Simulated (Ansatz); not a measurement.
# CaO (Lime, Fm-3m): phonons and vibrational spectra, part 3 of 3

Task: relax CaO (Lime, Fm-3m), then find its harmonic phonons.

Ansatz 0.2.0; DFT LDA, scalar-relativistic, plane waves, PAW.

So far. Step 3 (Relaxing to small forces for the phonons): The forces vanish by symmetry and the pressure is 0.001 GPa, within the tolerances set. The cell now holds 13.04 Å³/atom. Step 4 (Linear response at the zone centre): Before it was imposed, the acoustic sum rule was missed by 3.4e-5 eV/Å² and the charge sum rule by 2.6e-4 e. Small misses are needed for a sound result but don't prove that mesh and cutoff are converged. The relaxed cell has a = 4.708 Å (conventional setting).

## 5. Phonons on a q mesh

Stability and thermal properties need the whole zone. Linear response on a 4×4×4 q mesh gives force constants as far as a supercell of that size would, and the tensors from the zone-centre run are typed in so that the long-range dipole term is interpolated apart.

Contents of input.yaml:

```yaml
crystal:
  lattice:
    - [0.0, 2.3539031613, 2.3539031613]
    - [2.3539031613, 0.0, 2.3539031613]
    - [2.3539031613, 2.3539031613, 0.0]
  atoms:
    - { symbol: Ca, position: [0.0, 0.0, 0.0] }
    - { symbol: O, position: [0.5, 0.5, 0.5] }
kpoints:
  mp_grid: { grid: [8, 8, 8] }
hamiltonian:
  xc: lda
scf:
  occupations: { method: fixed }
output:
  eigenvalues: true
phonons:
  method: dfpt
  qmesh: [4, 4, 4]
  temperatures: { t_max: 1000, t_step: 50 }
  qpath:
    path:
      - [[0.0, 0.0, 0.0], [0.5, 0.0, 0.5], [0.625, 0.25, 0.625]]
      - [[0.375, 0.375, 0.75], [0.0, 0.0, 0.0], [0.5, 0.5, 0.5], [0.5, 0.25, 0.75], [0.5, 0.0, 0.5]]
    npoints: 10
  non_analytic_term:
    high_frequency_dielectric_tensor: [[3.8809, 0.0, 0.0], [0.0, 3.8809, 0.0], [0.0, 0.0, 3.8809]]
    born_effective_charges:
      - { species: Ca, tensor: [[2.3748, 0.0, 0.0], [0.0, 2.3748, 0.0], [0.0, 0.0, 2.3748]] }
      - { species: O, tensor: [[-2.3748, 0.0, 0.0], [0.0, -2.3748, 0.0], [0.0, 0.0, -2.3748]] }
    source: "zone-centre run at this cell"
```

On the command line:

```sh
$ ansatz run input.yaml --threads 4 --pin off --max-ram 7168MiB --backend cpu --events-out ev --progress --plain --runs-dir out
```

Numbers of over 12 decimals in the logs are rounded to 6 here.

What it wrote:

```text
[...]
Crystal: 2 atoms, lattice volume = 26.085 Å³
Basis set: ecut = 420 eV, 531 PW (Γ), exchange–correlation on 48×48×48 points (8 copies of the dense FFT grid, shifted against one another)
Bands: 12, of which v1, the nominal top of the filled ones, is band 8 counted from 1 (7 counted from 0)
Symmetry: 48 space group operations
k-points: 29 of 512
[...]
SCF iter   1: F=—  HF=-2331.659084 eV  |F-HF|=—  |Δ(HF+E_count)|=         —  Δρ=1.71e-2  dr2=7.33e-2  ethr=1.77e-3  ⟨swp⟩=4.6  Hψ=2054  notcnv=0  defer=9
[...]
SCF iter   8: F=-2331.639774 eV  HF=-2331.639774 eV  |F-HF|=0.00e0  |Δ(HF+E_count)|=  4.55e-12  Δρ=9.86e-8  dr2=1.43e-12  ethr=1.00e-12  ⟨swp⟩=5.8  Hψ=1599  notcnv=0
SCF 1 converged in 8 iterations: F = -2331.639774 eV  dr2 = 1.43e-12
[...]
NSCF: frozen V_eff on 29 k-points
[...]
DFPT response loops at q = (0, 0, 0) (fractional): preconditioner auto → none (the input reference at scf.mixing.eps_inf says where Resta's filter doesn't serve); β = 0.50; Broyden in place of MSR1
[...]
SCF converged after 8 iterations
Free energy (F): -2331.639774 eV
[...]
Internal energy: -2331.639774 eV  (E = F + TS)
E sigma→0 (E₀):  -2331.639774 eV
Fermi energy:    7.995495 eV
[...]
--- Band table (eV; the first three rows and the last of 29) ---
  k-point 0: bands = [... 4 lower, -7.3318, 7.9955, 7.9955, 7.9955, 13.0843, 14.2656, 14.2656, 14.2656]
  k-point 1: bands = [... 4 lower, -7.0262, 7.4276, 7.7565, 7.7565, 13.7773, 14.2294, 14.5561, 14.5561]
  k-point 2: bands = [... 4 lower, -6.4512, 6.3519, 7.2502, 7.2502, 14.3166, 15.2650, 15.3221, 15.3221]
  k-point 28: bands = [... 4 lower, -6.5528, 6.5884, 6.9281, 6.9281, 14.3836, 14.3836, 16.8166, 17.9662]
--- Phonons (Γ-DFPT): 2 representative perturbations + reference (Σ response iterations 6) ---
  ASR residual: 5.872e-5 → 0.000e0 eV/Å²; symmetrization residual: 1.159e-6 eV/Å²
  ASR residual per site (eV/Å²): 5.87e-5 5.00e-5
  Γ frequencies (cm⁻¹): 0.00 0.00 0.00 290.42 290.42 290.42
--- Phonons (arbitrary-q DFPT): 8 irreducible q on the 4×4×4 mesh ---
  q = [0.0000, 0.0000, 0.0000] (star 1, of the zone-centre solve; hermiticity 6.53e-7, symmetrization 1.14e-13): -0.00 0.00 0.00 290.42 290.42 290.42
  q = [0.0000, 0.0000, 0.2500] (star 8, 2 solved perturbations on 288 of 512 k-point pairs; hermiticity 1.64e-7, symmetrization 6.61e-14): 136.82 136.82 238.30 308.58 308.58 544.65
[...]
q = [0.0000, 0.2500, 0.2500] (star 6, 4 solved perturbations in 528 linear systems a pass and spin channel, the states on 164 of 512 k-point pairs; hermiticity 3.42e-7, symmetrization 3.13e-14): 146.82 146.82 247.78 306.88 306.88 497.61
[...]
sum rule: each row above includes the acoustic sum rule's correction from the zone centre's row sums; it moved no ω² by more than (0.92 cm⁻¹)²
  mesh force constants: q→R imaginary residual 1.53e-18; ASR residual 5.872e-5 → 0.000e0 eV/Å²; symmetrization residual 1.243e-14 eV/Å²
  interpolated dispersion: 63 rows × 6 modes
  density of states and harmonic sums: on the 24×24×24 q-mesh, interpolated from the force constants of a 4×4×4 supercell (with the dipole–dipole term of supplied tensors)
  largest difference from the sums on the solved wave vectors: F 8.83e-3 eV, S 1.29e-5 and C_V 3.97e-6 eV/K
  zero-point energy: 0.111859 eV/cell   skipped modes (ω ≤ 0): 3   left out of the sums: 3.62e-5 of the cell's modes: C_V's classical limit lies that fraction below 3 k_B per atom; for a crystal, a wire or a layer, F and S can be off by more, and a phonons.interpolated_qmesh denser along its periods is the remedy for the sampling
```

Elapsed: 60 s, on 4 threads of Arm Neoverse N1, shared host; peak memory 0.64 GiB; 3.6 min of CPU time.

Numbers from this step:

* sum-rule residual before enforcement: 5.87e-5 eV/Å²
* lowest frequency on the path: 0 cm⁻¹
* highest frequency on the path or at a solved wavevector: 569.3 cm⁻¹
* mean frequency: 300.7 cm⁻¹
* Debye temperature (second moment): 587 K
* logarithmic mean frequency: 283.9 cm⁻¹
* lowest mode on the q mesh (acoustic modes at Γ apart): 136.8 cm⁻¹
* zero-point energy per atom: 55.93 meV
* heat capacity at 300 K: 20.83 J/(mol atoms K)
* vibrational entropy at 300 K: 19.46 J/(mol atoms K)

Frequencies (cm⁻¹) solved at each irreducible wavevector; negative means imaginary. Frequencies by wavevector, by row:

```
q in reciprocal lattice units  star  mode 1  mode 2  mode 3  mode 4  mode 5  mode 6
                        0 0 0     1       0       0       0   290.4   290.4   290.4
                     0 0 0.25     8   136.8   136.8   238.3   308.6   308.6   544.6
                     0 0 -0.5     4   189.4   189.4     324     324   383.5   486.1
                  0 0.25 0.25     6   146.8   146.8   247.8   306.9   306.9   497.6
                  0 0.25 -0.5    24   199.8   236.2     318   319.9     342   438.8
                 0 0.25 -0.25    12   186.9   226.2   307.4   323.2   332.2   478.3
                  0 -0.5 -0.5     3   205.1   205.1   311.4   314.4   314.4   393.2
              0.25 -0.5 -0.25     6     251   275.6   275.6   353.1   353.1   372.4
```

Interpolated from a 4×4×4 q mesh, with the LO-TO term (at Γ the limit along the path; where Γ stands inside the path, tables give the limit on arrival). The phonon branches at the labelled points (cm⁻¹):

```
    point  branch 1  branch 2  branch 3  branch 4  branch 5  branch 6
        Γ         0         0         0       290       290       569
  halfway       147       147       248       307       307       498
        X       205       205       311       314       314       393
  halfway       208       231       307       315       338       387
        U       211       281       293       318       371       387
jump to K       211       281       293       318       371       387
  halfway       159       176       262       314       319       518
        Γ         0         0         0       290       290       569
  halfway       137       137       238       309       309       545
        L       189       189       324       324       384       486
  halfway       206       236       326       336       346       446
        W       251       276       276       353       353       372
  halfway       230       231       303       327       345       382
        X       205       205       311       314       314       393
```

The phonon branches as a text plot (rows in cm⁻¹):

```
    557 |****                     **********
    534 |    **                  *          **
    510 |                       *             **
    486 |      *               *                ****
    463 |       *            **                     **
    439 |        *          *                         **
    415 |         **       *                            *
    391 |           ***** *                      **      *    ***
    368 |               ****                    *  ***    ****
    344 |              *    ***                *     **********
    320 |       ******************          *************    ****
    297 |******* ***   *****   * ***********                ***
    273 |       *        ***    *            *           ***
    249 |      *        *   *               *          *******
    225 |              *     **  *                   ****    **
    202 |    **   **************           *      *****        **
    178 |   *   **             ** **          ****
    154 |      *                **        *  *
    130 |    **                  *  *       *
    107 |  **                     **     * *
     83 |                           *     *
     59 | **                         *  **
     36 | *                          *  *
     12 |*                            **
         Γ           X  U|K            Γ         L        W     X
```

The phonon density of states has structure finer than the step of the table below, so its rows give means over 20 cm⁻¹, whole bins alone (the curve runs from 2.5 to 568 cm⁻¹). Peaks (cm⁻¹: height): 207.5: 0.0307, 322.5: 0.0952.

Tetrahedra on a 24×24×24 mesh, mean over bins of 5 cm-1. Interpolated from a 4×4×4 q mesh. Phonon density of states against wavenumber; means over each step:

```
wavenumber (cm⁻¹)  phonon density of states (1/cm⁻¹/cell)
               20                                  4.9e-5
               40                                  2.4e-4
               60                                  5.9e-4
               80                                 0.00114
              100                                 0.00201
              120                                 0.00333
              140                                 0.00538
              160                                 0.00877
              180                                  0.0162
              200                                  0.0273
              220                                  0.0197
              240                                  0.0123
              260                                 0.00958
              280                                 0.00678
              300                                  0.0294
              320                                  0.0684
              340                                  0.0284
              360                                 0.00958
              380                                 0.00384
              400                                 0.00578
              420                                 0.00597
              440                                 0.00652
              460                                 0.00698
              480                                 0.00715
              500                                 0.00543
              520                                 0.00421
              540                                 0.00323
```

The partial phonon density of states has structure finer than the step of the table below, so its rows give means over 20 cm⁻¹, whole bins alone (the curve runs from -10 to 595 cm⁻¹). Peaks (cm⁻¹: height): Ca 199.4: 0.0261, 306.0: 0.0235; O 321.2: 0.0643.

Phonopy on the run's constants, 21x21x21 mesh, Gaussian sigma 4.3 cm-1. Interpolated from a 4×4×4 q mesh. Table of partial phonon density of states by wavenumber; means over each step; values in 1/cm⁻¹/cell:

```
wavenumber (cm⁻¹)       Ca        O
                0   1.1e-5   3.8e-6
               20   4.0e-5   1.4e-5
               40   1.7e-4   6.5e-5
               60   4.2e-4   1.5e-4
               80   8.9e-4   3.0e-4
              100  0.00154   4.7e-4
              120  0.00268   7.1e-4
              140  0.00440   9.5e-4
              160  0.00762  0.00127
              180   0.0147  0.00148
              200   0.0251  0.00173
              220   0.0184  0.00131
              240   0.0116   8.3e-4
              260  0.00875   7.2e-4
              280  0.00632  0.00114
              300   0.0173   0.0121
              320   0.0148   0.0516
              340  0.00557   0.0241
              360  0.00292  0.00680
              380   9.7e-4  0.00327
              400   2.4e-4  0.00542
              420   3.0e-4  0.00562
              440   4.3e-4  0.00603
              460   6.4e-4  0.00635
              480   8.6e-4  0.00620
              500   9.9e-4  0.00445
              520   9.6e-4  0.00325
              540   8.3e-4  0.00241
              560   4.8e-4  0.00128
              580   2.3e-5   5.8e-5
```

Second derivatives of the energy by pair, one row for each kind of neighbour of each atom listed. Each entry sums the pair over the periodic images of the supercell that the q mesh stands for, and in a polar crystal it holds the long-range dipole part too. Force constants by pair, by row:

```
atom  neighbour  distance (Å)  third of the trace (eV/Å²)  along the pair's line (eV/Å²)
 Ca1     itself             0                       9.889                              –
 Ca1          O         2.354                       -1.06                        -0.9544
 Ca1         Ca         3.329                     -0.2556                         -2.091
 Ca1          O         4.077                      0.0042                         0.5352
 Ca1         Ca         4.708                     -0.1784                        -0.7199
 Ca1          O         5.263                      0.0597                         0.3656
 Ca1         Ca         5.766                     -0.0428                        -0.2429
 Ca1         Ca         6.658                     -0.0404                        -0.2729
 Ca1          O         7.062                      0.0405                         0.1465
  O2     itself             0                       7.734                              –
  O2         Ca         2.354                       -1.06                        -0.9544
  O2          O         3.329                     -0.0557                         -1.052
  O2         Ca         4.077                      0.0042                         0.5352
  O2          O         4.708                     -0.2405                        -0.8432
  O2         Ca         5.263                      0.0597                         0.3656
  O2          O         5.766                     -0.0306                        -0.1991
  O2          O         6.658                     -0.0666                        -0.3097
  O2         Ca         7.062                      0.0405                         0.1465
```

Harmonic thermodynamic functions per atom, from the density of states. Interpolated from a 4×4×4 q mesh. Thermodynamic functions, by row:

```
T (K)  F_vib (meV/atom)  S (J/mol-atom/K)  C_V (J/mol-atom/K)
    0             55.93                 0                   0
   50             55.89             0.388               1.355
  100             55.09             3.101               7.577
  200             47.47             11.72               17.05
  300             31.17             19.46               20.83
  400              7.65             25.71               22.48
  500            -21.72             30.82               23.32
  600            -55.95             35.12                23.8
  700            -94.31             38.81               24.09
  800            -136.2             42.04               24.29
  900            -181.3             44.91               24.42
 1000            -229.2             47.49               24.52
```

Harmonic mean-square displacement, third of the trace. Interpolated from a 4×4×4 q mesh. Mean square displacements, by row:

```
T (K)  Ca1 U_eq (Å²)  O2 U_eq (Å²)
    0         0.0019        0.0032
  100        0.00224       0.00343
  300        0.00451       0.00553
  600        0.00854       0.00988
```

Symmetry leaves 8 wavevectors to solve. The lowest mode among them, the acoustic zeros apart, lies at q = (0, 0, 0.25) and is real, 137 cm⁻¹.

## 6. Isotope substitution, element Ca, natural mass 40.078 amu

An isotope changes the mass and not the force constants, so no new electronic calculation is needed; the shifts show which modes move this element.

The same force constants with the mass of Ca changed from 40.078 to 47.953 u (phonopy, no LO-TO term). Both lists are sorted by frequency; levels can cross, so a row need not hold one and the same mode. Modes under 3 cm⁻¹ are left out. Isotope shifts, by row:

```
          q  rank  natural mass (cm⁻¹)  changed mass (cm⁻¹)
      0 0 0     4                290.4                283.5
      0 0 0     5                290.4                283.5
      0 0 0     6                290.4                283.5
   0 0 0.25     1                136.8                126.6
   0 0 0.25     2                136.8                126.6
   0 0 0.25     3                238.3                222.5
   0 0 0.25     4                308.6                304.9
   0 0 0.25     5                308.6                304.9
   0 0 0.25     6                544.6                533.2
   0 0 -0.5     1                189.4                173.1
   0 0 -0.5     2                189.4                173.1
   0 0 -0.5     3                  324                  324
   0 0 -0.5     4                  324                  324
   0 0 -0.5     5                383.5                350.6
   0 0 -0.5     6                486.1                486.1
0 0.25 0.25     1                146.8                136.6
0 0.25 0.25     2                146.8                136.6
0 0.25 0.25     3                247.8                230.5
0 0.25 0.25     4                306.9                301.5
0 0.25 0.25     5                306.9                301.5
0 0.25 0.25     6                497.6                  489
```

A mode of this element alone would shift by -8.58 %. The highest zone-centre frequency without the field goes from 290.4 to 283.5 cm⁻¹ (-2.4 %). The product of the frequency ratios over all optical modes at Γ is 0.931; the product rule, (m/m′)^(3k/2) (M′/M)^(3/2) with k = 1 such atoms and M the mass of the cell, gives 0.931.

## 7. Another isotope, element O, natural mass 15.999 amu

The same for O, from 16.00 to 18.00 u.

The same force constants with the mass of O changed from 15.999 to 17.999 u (phonopy, no LO-TO term). Both lists are sorted by frequency; levels can cross, so a row need not hold one and the same mode. Modes under 3 cm⁻¹ are left out. Isotope shifts, by row:

```
          q  rank  natural mass (cm⁻¹)  changed mass (cm⁻¹)
      0 0 0     4                290.4                278.6
      0 0 0     5                290.4                278.6
      0 0 0     6                290.4                278.6
   0 0 0.25     1                136.8                135.5
   0 0 0.25     2                136.8                135.5
   0 0 0.25     3                238.3                234.4
   0 0 0.25     4                308.6                293.7
   0 0 0.25     5                308.6                293.7
   0 0 0.25     6                544.6                  522
   0 0 -0.5     1                189.4                189.4
   0 0 -0.5     2                189.4                189.4
   0 0 -0.5     3                  324                305.5
   0 0 -0.5     4                  324                305.5
   0 0 -0.5     5                383.5                383.5
   0 0 -0.5     6                486.1                458.3
0 0.25 0.25     1                146.8                144.8
0 0.25 0.25     2                146.8                144.8
0 0.25 0.25     3                247.8                244.3
0 0.25 0.25     4                306.9                293.4
0 0.25 0.25     5                306.9                293.4
0 0.25 0.25     6                497.6                475.7
```

A mode of this element alone would shift by -5.72 %. The highest zone-centre frequency without the field goes from 290.4 to 278.6 cm⁻¹ (-4.1 %). The product of the frequency ratios over all optical modes at Γ is 0.883; the product rule, (m/m′)^(3k/2) (M′/M)^(3/2) with k = 1 such atoms and M the mass of the cell, gives 0.883.

## 8. Outcome

* space group after relaxation (within 0.01 Å): Fm-3m
* volume per atom: 13.0 Å³
* gap on the k-mesh: 3.45 eV
* highest optical mode at the zone centre (no LO-TO term): 290 cm⁻¹
* top of the zone-centre spectrum with the field: 569 cm⁻¹
* lowest optical zone-centre mode: 290 cm⁻¹
* mean high-frequency dielectric constant: 3.88
* mean static dielectric constant: 14.9
* largest Born charge (third of the trace): 2.37 e
* lowest mode on the q mesh (acoustic modes at Γ apart): 137 cm⁻¹
* highest frequency on the path or at a solved wavevector: 569 cm⁻¹
* zero-point energy per atom: 55.9 meV
* heat capacity at 300 K: 20.8 J/(mol atoms K)
* vibrational entropy at 300 K: 19.5 J/(mol atoms K)
* Debye temperature (second moment): 587 K
* imaginary modes on the 4×4×4 q mesh: none

**Reading.** The structure is a minimum as far as tested: no mode is imaginary at the 8 irreducible wavevectors of the 4×4×4 mesh, and the softest away from the acoustic zeros lies at 137 cm⁻¹. Without the field, the optical modes at Γ form one degenerate level at 290 cm⁻¹. The highest mode in this list at Γ, 290.4 cm⁻¹, is mostly motion of O (71 % of the kinetic energy). With the macroscopic field of the longitudinal modes the top of the zone-centre spectrum lies at 569 cm⁻¹, against 290 cm⁻¹ without it. Lattice motion raises the mean dielectric constant from 3.881 to 14.91. The strongest infrared line is at 290 cm⁻¹. No mode is Raman active to first order. These are harmonic frequencies at zero temperature: anharmonic shifts, linewidths and thermal expansion are left out.

[Logs are printed without paths, hosts, clocks, repeated set-up lines and the standing remarks that a program may print on its own settings, such as how far it seeks lower states.]

[Hosts, paths, dates, database ids (printed as entryN), source tags and the programs' standing remarks are cut or masked in the printed files.]
